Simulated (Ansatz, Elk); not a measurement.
# How far do independent atoms describe CsMg4Cu2Ag?, part 2 of 2

Structure refinements treat a crystal as free atoms side by side. For a made-up structure of CsMg4Cu2Ag (cell and positions from a PBE relaxation) the runs below show what the calculated density changes in F(hkl).

Elk 11.2.3 (patched build); all-electron DFT.

So far: Starting point; Ground state and structure factors.

The structure was built from a prototype and need not be the compound's stable phase.

## Step 3: The highest occupied states alone

Level of this step: DFT, PBE, all-electron APW+lo, Dirac cores, scalar-relativistic bands, static density, no spin (Elk).

An energy window below the Fermi level keeps the highest occupied states, to see at which angles they scatter; shallow core shells can lie inside it and anion s states outside. No new self-consistency is needed.

The input, elk.in:

```
tasks
  195

xctype
  20

spinpol
  .false.

rgkmax
  7.0

gmaxvr
  14.0

lmaxo
  7

lmaxapw
  8

swidth
  0.002

tshift
  .false.

ramdisk
  .false.

hmaxvr
  5.5

maxscl
  120

epspot
  1e-06

wsfac
  -0.443800 0.407440

sppath
  './'

avec
  8.43581052268 0.00000000000 0.00000000000
  0.00000000000 5.39762311994 17.11587172193
  0.00000000000 -5.39762311994 17.11587172193

atoms
  4
  'Cs.in'
  1
  -0.0000000000 0.7809660678 0.7809660678   0.000000 0.000000 0.000000
  'Ag.in'
  1
  0.5000000000 0.6063572506 0.6063572506   0.000000 0.000000 0.000000
  'Cu.in'
  2
  0.5000000000 0.7492939698 0.2024199279   0.000000 0.000000 0.000000
  0.5000000000 0.2024199279 0.7492939698   0.000000 0.000000 0.000000
  'Mg.in'
  4
  0.5000000000 0.1371627143 0.1371627143   0.000000 0.000000 0.000000
  -0.0000000000 0.4199563944 0.4199563944   0.000000 0.000000 0.000000
  -0.0000000000 0.8134822845 0.3079613906   0.000000 0.000000 0.000000
  -0.0000000000 0.3079613906 0.8134822845   0.000000 0.000000 0.000000

ngridk
  5 4 4
```

Started as:

```sh
> OMP_NUM_THREADS=4 elk
```

Numbers of over 12 decimals in the logs are rounded to 6 here.

Output:

```text
┌─────────────────────────────────┐
│ Elk code version 11.2.3 started │
└─────────────────────────────────┘

Info(readinput): the functional depends on the density's gradient
 muffin-tin radial points multiplied by    2.00000
 (not where nrmtscf is given)

┌────────────────────┐
│ Current task : 195 │
└────────────────────┘

Info(sfacrho): density structure factors written to SFACRHO.OUT

 Energy window :  -0.4438000000      0.4074400000

┌──────────────────┐
│ Elk code stopped │
└──────────────────┘
```

The job ended after 29 s (4 threads of INTEL XEON PLATINUM 8581C at 2.10GHz (Emerald Rapids), shared host; peak memory 0.32 GiB).

States within 15 eV below the Fermi level hold 48.00 electrons; any levels below the window count with the cores. Their amplitudes can exceed the total, where window and core parts have opposite phase:

```
hkl  sin θ/λ (Å⁻¹)  abs F, window  abs F, all
002          0.055         20.402      44.339
011          0.092         10.006      68.347
004          0.110          9.983      42.332
100          0.112         21.560      26.279
013          0.120          5.723      18.388
102          0.125         20.962      97.090
111          0.145          3.808      30.174
104          0.157          9.469      65.672
015          0.163          9.652      90.419
113          0.165         10.217      92.630
```

## Step 4: Another functional

The difference from free atoms is small, so it is set against the change that PBEsol makes.

Changes to elk.in since step 3:

```diff
@@ -1,2 +1,3 @@
 tasks
+  0
   195
@@ -4,3 +5,3 @@
 xctype
-  20
+  22
 
@@ -39,5 +40,2 @@
 
-wsfac
-  -0.443800 0.407440
-
 sppath
```

Started as:

```sh
> OMP_NUM_THREADS=4 elk
```

Output:

```text
┌─────────────────────────┐
│ Elk code version 11.2.3 │
└─────────────────────────┘

All units are atomic (Hartree, Bohr, etc.)

┌─────────────────────────────────────────────────┐
│ Ground-state run starting from atomic densities │
└─────────────────────────────────────────────────┘

Lattice vectors :
   8.435810523       0.000000000       0.000000000
   0.000000000       5.397623120       17.11587172
   0.000000000      -5.397623120       17.11587172

Reciprocal lattice vectors :
  0.7448229533       0.000000000      -0.000000000
[...]
species : 3 (Cu)
[...]
species : 4 (Mg)
[...]
atom 3                    :    10.54393650     ( -0.9828258607E-07)
   atom 4                    :    10.54393650     ( -0.9828258607E-07)
 total in muffin-tins        :    197.1186422
 total calculated charge     :    207.9995951
 total charge                :    208.0000000
 error                       :   0.4049405032E-03

┌──────────────────────────────┐
│ Self-consistent loop stopped │
└──────────────────────────────┘

Warning : core states of species 3 leak from the muffin-tin :   0.1595709035E-03

Wrote STATE.OUT
[key lines of the parts left out:]
total energy                :     -17208.854791253
```

Run time: 2.7 min. Hardware: 4 threads; peak memory 0.44 GiB; 8.5 min of CPU time.

Against the first run R = 0.02 %; the largest change is -0.040 at 040.

## Step 5: Basis size

The basis and the expansions that go with it are enlarged, to see whether the differences are converged.

Changes to elk.in since step 4:

```diff
@@ -5,3 +5,3 @@
 xctype
-  22
+  20
 
@@ -11,12 +11,12 @@
 rgkmax
-  7.0
+  8.5
 
 gmaxvr
-  14.0
+  18.0
 
 lmaxo
-  7
+  9
 
 lmaxapw
-  8
+  10
```

Started as:

```sh
> OMP_NUM_THREADS=4 elk
```

Output:

```text
┌─────────────────────────┐
│ Elk code version 11.2.3 │
└─────────────────────────┘

All units are atomic (Hartree, Bohr, etc.)

┌─────────────────────────────────────────────────┐
│ Ground-state run starting from atomic densities │
└─────────────────────────────────────────────────┘

Lattice vectors :
   8.435810523       0.000000000       0.000000000
   0.000000000       5.397623120       17.11587172
   0.000000000      -5.397623120       17.11587172

Reciprocal lattice vectors :
  0.7448229533       0.000000000      -0.000000000
[...]
species : 3 (Cu)
[...]
species : 4 (Mg)
[...]
atom 3                    :    10.54664501     ( -0.9828258341E-07)
   atom 4                    :    10.54664501     ( -0.9828258341E-07)
 total in muffin-tins        :    197.1662856
 total calculated charge     :    207.9996851
 total charge                :    208.0000000
 error                       :   0.3149173958E-03

┌──────────────────────────────┐
│ Self-consistent loop stopped │
└──────────────────────────────┘

Warning : core states of species 3 leak from the muffin-tin :   0.1565829812E-03

Wrote STATE.OUT
[key lines of the parts left out:]
total energy                :     -17218.933651739
```

The job ended after 8.4 min (4 threads; peak memory 1 GiB).

Against the first run R = 0.01 %; the largest change is +0.012 at 008.

## Step 6: Settings against the effect

```
                              run  R against the first run (%)  R against neutral atoms, low angle (%)  wall time
                    PBE, rgkmax 7                         0.00                                    0.52    2.7 min
                           PBEsol                         0.02                                    0.53    2.7 min
rgkmax 8.5 with larger expansions                         0.01                                    0.51    8.4 min
```

## Step 7: What came out

- R against neutral atoms, sin θ/λ < 0.3 Å⁻¹: 0.52 %
- R against neutral atoms, 0.3 to 0.48 Å⁻¹: 0.17 %

**Reading.** Independent neutral atoms miss the calculated amplitudes by R = 0.52 % below 0.3 Å⁻¹ and 0.17 % from there to 0.48 Å⁻¹; by shells, 0.26 % below 0.15 Å⁻¹ (7 forms), 0.54 % 0.15 to 0.3 (37 forms), 0.16 % 0.3 to 0.45 (81 forms), 0.19 % above 0.45 (24 forms). Bonding, aspherical density and the tables' own atoms all enter these figures, and the runs don't part them. The largest change of an amplitude is -1.22 electrons, at 200. R counts amplitudes alone; phases shift too. The window's part falls from 48.0 electrons at the origin to at most 5.36 between 0.45 and 0.48 Å⁻¹, where compact states inside the window still scatter. The window holds more than the 42 outer electrons of the free atoms, so shallow core shells lie inside it. Below 0.3 Å⁻¹ the changes that finished (PBEsol and rgkmax 8.5 with larger expansions) move F by R = 0.02 % at most, against the 0.52 % that separates it from free atoms. The k-mesh has no finished test. These runs have no spin, though d or f shells may be open. Part of the difference isn't bonding: the tables are fits to free atoms and ions calculated by other methods than this functional. Thermal motion, anomalous dispersion and extinction are left out.

[Logs are printed without paths, hosts, clocks, repeated set-up lines and the standing remarks that a program may print on its own settings, such as how far it seeks lower states.]

[Hosts, paths, dates, database ids (printed as entryN), source tags and the programs' standing remarks are cut or masked in the printed files.]
